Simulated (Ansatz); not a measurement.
# Y2CO2 monolayer: phonons and vibrational spectra, part 2 of 3

Wanted: vibrations and spectra of Y2CO2 monolayer; the cell is already relaxed. After the zone centre comes a 6×6×1 q mesh on a 12×12×1 k mesh.

Ansatz 0.2.0; DFT PBEsol, scalar-relativistic, plane waves, PAW.

So far. Step 2 (Zone-centre response): Before it was imposed, the acoustic sum rule was missed by 6.2e-5 eV/Å². Small misses are needed for a sound result but don't prove that mesh and cutoff are converged. The lowest optical mode is real, 65.2 cm⁻¹.

**3. Phonons on a q mesh**

Stability and thermal properties need the whole zone. Linear response on a 6×6×1 q mesh gives force constants as far as a supercell of that size would.

input.yaml

```yaml
crystal:
  lattice:
    - [3.4918345012, 0.0, 0.0]
    - [-1.7459172506, 3.0240173839, 0.0]
    - [0.0, 0.0, 33.7051500373]
  atoms:
    - { symbol: C, position: [0.0, 0.0, 0.2966905648] }
    - { symbol: "Y", position: [0.3333333333, 0.6666666667, 0.348549838] }
    - { symbol: "Y", position: [0.6666666667, 0.3333333333, 0.2448312916] }
    - { symbol: O, position: [0.6666666667, 0.3333333333, 0.3706638186] }
    - { symbol: O, position: [0.3333333333, 0.6666666667, 0.222717311] }
  periodic: [true, true, false]
kpoints:
  mp_grid: { grid: [12, 12, 1] }
hamiltonian:
  xc: pbesol
scf:
  occupations: { method: methfessel_paxton, width: 0.15 }
output:
  eigenvalues: true
phonons:
  method: dfpt
  qmesh: [6, 6, 1]
  temperatures: { t_max: 1000, t_step: 50 }
  qpath:
    path:
      - [0.0, 0.0, 0.0]
      - [0.5, 0.0, 0.0]
      - [0.33333333, 0.33333333, 0.0]
      - [0.0, 0.0, 0.0]
    npoints: 10
```

Started as:

```bash
ansatz run input.yaml --threads 8 --pin off --max-ram 14336MiB --backend cpu --events-out ev --progress --plain --runs-dir out
```

Numbers of over 12 decimals in the logs are rounded to 6 here.

Output:

```text
[...]
Crystal: 5 atoms, lattice volume = 355.905 Å³
Basis set: ecut = 420 eV, 6923 PW (Γ), exchange–correlation on 48×48×480 points (8 copies of the dense FFT grid, shifted against one another)
Bands: 24, of which v1, the nominal top of the filled ones, is band 19 counted from 1 (18 counted from 0)
Symmetry: 12 space group operations
k-points: 19 of 144 (irreducible under 6 space group operations, time reversal used)
[...]
SCF iter   1: F=—  HF=-8962.074661 eV  |F-HF|=—  |Δ(HF+E_count)|=         —  Δρ=5.78e-3  dr2=1.94e-1  ethr=1.77e-3  ⟨swp⟩=10.2  Hψ=3180  notcnv=0
[...]
SCF iter  12: F=-8962.029681 eV  HF=-8962.029681 eV  |F-HF|=5.46e-12  |Δ(HF+E_count)|=  2.42e-10  S|Δr|=    0.00e0  Δρ=1.97e-8  dr2=1.13e-12  ethr=1.00e-12  ⟨swp⟩=14.3  Hψ=3475  notcnv=0
SCF 1 converged in 12 iterations: F = -8962.029681 eV  dr2 = 1.13e-12
[...]
phonons: the bands overlap, so this run is a metal and interpolates without the dipole-dipole term. If the crystal is really an insulator or semiconductor, its LO-TO splitting is missing
NSCF: frozen V_eff on 19 k-points
[...]
DFPT response loops at q = (0, 0, 0) (fractional): preconditioner auto → none (partly filled bands, converged f_vac=0.757); β = 0.50; Broyden in place of MSR1
[...]
SCF converged after 12 iterations
[...]
Free energy (F): -8962.029681 eV
[...]
Internal energy: -8962.025158 eV  (E = F + TS)
E sigma→0 (E₀):  -8962.028551 eV
Entropy (-TS):   -0.004523 eV (-0.905 meV/atom)
Fermi energy:    -5.790381 eV
[...]
--- Band table (eV; the first three rows and the last of 19) ---
  k-point 0: bands = [... 15 lower, -8.8272, -8.3282, -6.1056, -4.5995, -4.5995, -1.4248 (-1.4248°), -1.1058 (-1.1058°), -0.8102, ... 1 higher]
  k-point 1: bands = [... 15 lower, -8.6337, -8.2905, -5.9882, -4.9535, -4.7089, -1.4117 (-1.4116°), -1.0071 (-1.0072°), -0.7841, ... 1 higher]
  k-point 2: bands = [... 15 lower, -8.4477, -8.1798, -5.7891, -5.7123, -4.9598, -1.5383 (-1.5383°), -0.8280, -0.6554, ... 1 higher]
  k-point 18: bands = [... 15 lower, -7.9810, -7.9810, -6.5649, -6.5649, -6.5595, -1.7581, -0.8426, -0.2611, ... 1 higher]
  ° read free of the cell's end (the report's vacuum.weakly_bound_levels)
--- Phonons (Γ-DFPT): 10 representative perturbations + reference (Σ response iterations 50) ---
  ASR residual: 3.242e-5 → 0.000e0 eV/Å²; symmetrization residual: 4.619e-6 eV/Å²
[...]
ASR residual per site (eV/Å²): 1.03e-5 8.78e-6 1.02e-5 3.24e-5 3.24e-5
[...]
--- Phonons (arbitrary-q DFPT): 7 irreducible q on the 6×6×1 mesh ---
  q = [0.0000, 0.0000, 0.0000] (star 1, of the zone-centre solve; hermiticity 8.62e-7, symmetrization 3.48e-14, taken by the last average 8.68e-8): -0.00 -0.00 -0.00 65.22 65.22 105.77 280.30 280.30 396.92 419.68 429.74 429.74 436.52 443.94 443.94
  q = [0.0000, 0.1667, 0.0000] (star 6, 15 solved perturbations on 78 of 144 k-point pairs; hermiticity 5.70e-7, symmetrization 1.20e-10, taken by the last average 5.78e-8): 39.97 56.28 74.46 86.01 119.78 128.78 266.26 273.83 350.56 385.53 412.94 427.11 439.16 463.93 508.83
[...]
q = [0.1667, 0.1667, 0.0000] (star 6, 10 solved perturbations in 1110 linear systems a pass and spin channel, the states on 144 of 144 k-point pairs; hermiticity 2.63e-7, symmetrization 8.09e-11, taken by the last average 5.82e-8): 49.55 66.03 113.70 125.06 156.31 175.54 244.39 248.12 347.07 374.64 391.62 429.69 435.32 494.56 526.49
[...]
sum rule: each row above includes the acoustic sum rule's correction from the zone centre's row sums; it moved no ω² by more than (0.74 cm⁻¹)²
  mesh force constants: q→R imaginary residual 1.09e-18; ASR residual 3.242e-5 → 0.000e0 eV/Å²; symmetrization residual 1.421e-14 eV/Å²
  interpolated dispersion: 31 rows × 15 modes
  density of states and harmonic sums: on the 24×24×1 q-mesh, interpolated from the force constants of a 6×6×1 supercell (no non-analytic term)
  largest difference from the sums on the solved wave vectors: F 2.19e-2 eV, S 2.86e-5 and C_V 6.73e-6 eV/K
  zero-point energy: 0.259373 eV/cell   skipped modes (ω ≤ 0): 3   left out of the sums: 3.47e-4 of the cell's modes: C_V's classical limit lies that fraction below 3 k_B per atom; for a crystal, a wire or a layer, F and S can be off by more, and a phonons.interpolated_qmesh denser along its periods is the remedy for the sampling
```

The job ended after 13 min (8 threads of Arm Neoverse V2, shared host; peak memory 3.2 GiB; 1.7 h of CPU time).

Numbers from this step:

* sum-rule residual before enforcement: 3.24e-5 eV/Å²
* lowest frequency on the path: 0 cm⁻¹
* highest frequency on the path or at a solved wavevector: 536.9 cm⁻¹
* mean frequency: 279 cm⁻¹
* lowest mode on the q mesh (acoustic modes at Γ apart): 36.96 cm⁻¹
* zero-point energy per atom: 51.87 meV
* heat capacity at 300 K: 20.91 J/(mol atoms K)
* vibrational entropy at 300 K: 25.34 J/(mol atoms K)
* edges of the widest gap between branches, on path and mesh: 280.3, 344.3 cm⁻¹

Frequencies (cm⁻¹) solved at each irreducible wavevector; negative means imaginary. Frequencies by wavevector, by row:

```
q in reciprocal lattice units  star  mode 1  mode 2  mode 3  mode 4  mode 13  mode 14  mode 15
                        0 0 0     1       0       0       0    65.2    436.5    443.9    443.9
                   0 0.1667 0     6      40    56.3    74.5      86    439.2    463.9    508.8
                   0 0.3333 0     6      37    77.9   101.7   119.8    429.4    505.8    529.4
                     0 -0.5 0     3    70.5     101   125.9   134.9    425.1    506.2    536.9
              0.1667 0.1667 0     6    49.5      66   113.7   125.1    435.3    494.6    526.5
              0.1667 0.3333 0    12    54.7    90.3   147.7   155.6    433.1    509.3    525.3
              0.3333 0.3333 0     2    40.1    40.1   133.9   133.9    440.3    511.2    511.2
```

Interpolated from a 6×6×1 q mesh. Phonon branches along the path, in cm⁻¹:

```
  point  branch 1  branch 2  branch 3  branch 4  branch 12  branch 13  branch 14  branch 15
      Γ         0         0         0        65        430        436        444        444
halfway        52        62        79       104        425        434        485        528
      M        70       101       126       135        422        425        506        537
halfway        52        97       144       159        432        433        506        528
      K        40        40       134       134        440        440        511        511
halfway        50        66       114       125        430        435        495        526
      Γ         0         0         0        65        430        436        444        444
```

Tetrahedra on a 24×24×1 mesh, mean over bins of 5 cm-1. Interpolated from a 6×6×1 q mesh. Table of phonon density of states by wavenumber; read off at these points:

```
wavenumber (cm⁻¹)  phonon density of states (1/cm⁻¹/cell)
                2                                 0.00178
               18                                  0.0034
               32                                 0.00582
               48                                  0.0403
               62                                  0.0507
               72                                  0.0401
               88                                  0.0394
              102                                  0.0250
              118                                  0.0236
              132                                  0.0439
              148                                  0.0391
              162                                  0.0205
              178                                  0.0446
              192                                  0.0267
              202                                  0.0272
              218                                  0.0338
              232                                  0.0171
              248                                  0.0411
              262                                  0.0134
              278                                  0.0244
              292                                       0
              308                                       0
              322                                       0
              338                                       0
              348                                  0.0350
              362                                  0.0241
              372                                   0.118
              378                                  0.0462
              382                                  0.0800
              392                                  0.0266
              408                                  0.0105
              422                                  0.0420
              428                                   0.151
              438                                  0.0856
              452                                  0.0061
              468                                 0.00698
              478                                 0.00742
              492                                 0.00962
              508                                  0.0933
              522                                  0.0389
              528                                  0.0735
              538                                 0.00766
```

The partial phonon density of states has structure finer than the step of the table below, so its rows give means over 10 cm⁻¹, whole bins alone (the curve runs from -10 to 563 cm⁻¹). Peaks (cm⁻¹: height): C 51.2: 0.00871, 173.7: 0.0106, 216.9: 0.0232, 245.7: 0.0269, 274.5: 0.0168, 346.5: 0.0116, 382.6: 0.0353; O 371.8: 0.0690, 429.4: 0.105, 508.6: 0.0546, 526.6: 0.0434; Y 54.8: 0.0353, 137.7: 0.0350, 173.7: 0.0337, 242.1: 0.0142, 368.2: 0.0246, 429.4: 0.0145.

Phonopy on the run's constants, 19x19x1 mesh, Gaussian sigma 4.1 cm-1. Interpolated from a 6×6×1 q mesh. The partial phonon density of states by wavenumber; means over each step; values in 1/cm⁻¹/cell:

```
wavenumber (cm⁻¹)        C        O        Y
                0   7.4e-5   1.9e-4  0.00107
               10   1.1e-4   2.8e-4  0.00161
               20   2.1e-4   5.3e-4  0.00303
               30   9.9e-4  0.00104  0.00600
               40  0.00390  0.00280   0.0159
               50  0.00774  0.00516   0.0305
               60  0.00610  0.00491   0.0314
               70  0.00296  0.00434   0.0306
               80  0.00189  0.00329   0.0296
               90   1.0e-3  0.00299   0.0316
              100   5.8e-4  0.00289   0.0270
              110   5.0e-4  0.00285   0.0202
              120   9.8e-4  0.00341   0.0237
              130  0.00283  0.00465   0.0313
              140  0.00362  0.00508   0.0334
              150  0.00355  0.00426   0.0274
              160  0.00440  0.00418   0.0245
              170  0.00809  0.00526   0.0281
              180  0.00793  0.00626   0.0293
              190  0.00445  0.00553   0.0221
              200  0.00386  0.00553   0.0178
              210   0.0154  0.00333   0.0138
              220   0.0196  0.00123  0.00629
              230   0.0142  0.00115  0.00532
              240   0.0215  0.00277   0.0116
              250   0.0206  0.00223  0.00919
              260   0.0126   3.4e-4  0.00231
              270   0.0145   6.9e-5  0.00138
              280   0.0113   2.6e-5   8.8e-4
              290   9.1e-4   2.2e-6   6.8e-5
              300   2.2e-6        0        0
              310        0        0        0
              320        0        0        0
              330   9.5e-5   8.4e-5   2.6e-5
              340  0.00461  0.00412  0.00137
              350   0.0106  0.00980  0.00334
              360  0.00815   0.0200  0.00784
              370  0.00852   0.0598   0.0213
              380   0.0274   0.0323  0.00835
              390   0.0204   0.0142  0.00286
              400  0.00539  0.00889  0.00138
              410  0.00236  0.00713   9.3e-4
              420  0.00142   0.0352  0.00489
              430   8.1e-4   0.0934   0.0127
              440   4.9e-4   0.0498  0.00636
              450   4.5e-4  0.00851  0.00118
              460   1.6e-4  0.00531   7.4e-4
              470   3.5e-4  0.00600   7.8e-4
              480   4.7e-4  0.00676   7.9e-4
              490   3.9e-4  0.00773   7.7e-4
              500   9.7e-4   0.0218  0.00131
              510  0.00176   0.0464  0.00207
              520  0.00361   0.0341  0.00188
              530  0.00444   0.0343  0.00181
              540   8.4e-4  0.00755   2.4e-4
              550   1.3e-5   1.2e-4   1.6e-6
```

Harmonic thermodynamic functions per atom, from the density of states. Interpolated from a 6×6×1 q mesh. Thermodynamic functions, by row:

```
T (K)  F_vib (meV/atom)  S (J/mol-atom/K)  C_V (J/mol-atom/K)
    0             51.87                 0                   0
  100             48.58             7.906               10.18
  200             35.29              17.5               17.53
  300             12.94             25.34               20.91
  400            -16.68             31.59               22.49
  500            -52.16             36.71               23.31
  600            -92.49                41               23.78
  700            -136.9             44.69               24.07
  800              -185             47.92               24.27
  900            -236.2             50.79               24.41
 1000            -290.1             53.37                24.5
```

Symmetry leaves 7 wavevectors to solve. The lowest mode among them, the acoustic zeros apart, lies at q = (0, 0.333, 0) and is real, 37.0 cm⁻¹.

**4. Another isotope, element C, natural mass 12.011 amu**

An isotope changes the mass and not the force constants, so no new electronic calculation is needed; the shifts show which modes move this element.

(Continued in part 3 of 3.)

[Logs are printed without paths, hosts, clocks, repeated set-up lines and the standing remarks that a program may print on its own settings, such as how far it seeks lower states.]

[Hosts, paths, dates, database ids (printed as entryN), source tags and the programs' standing remarks are cut or masked in the printed files.]
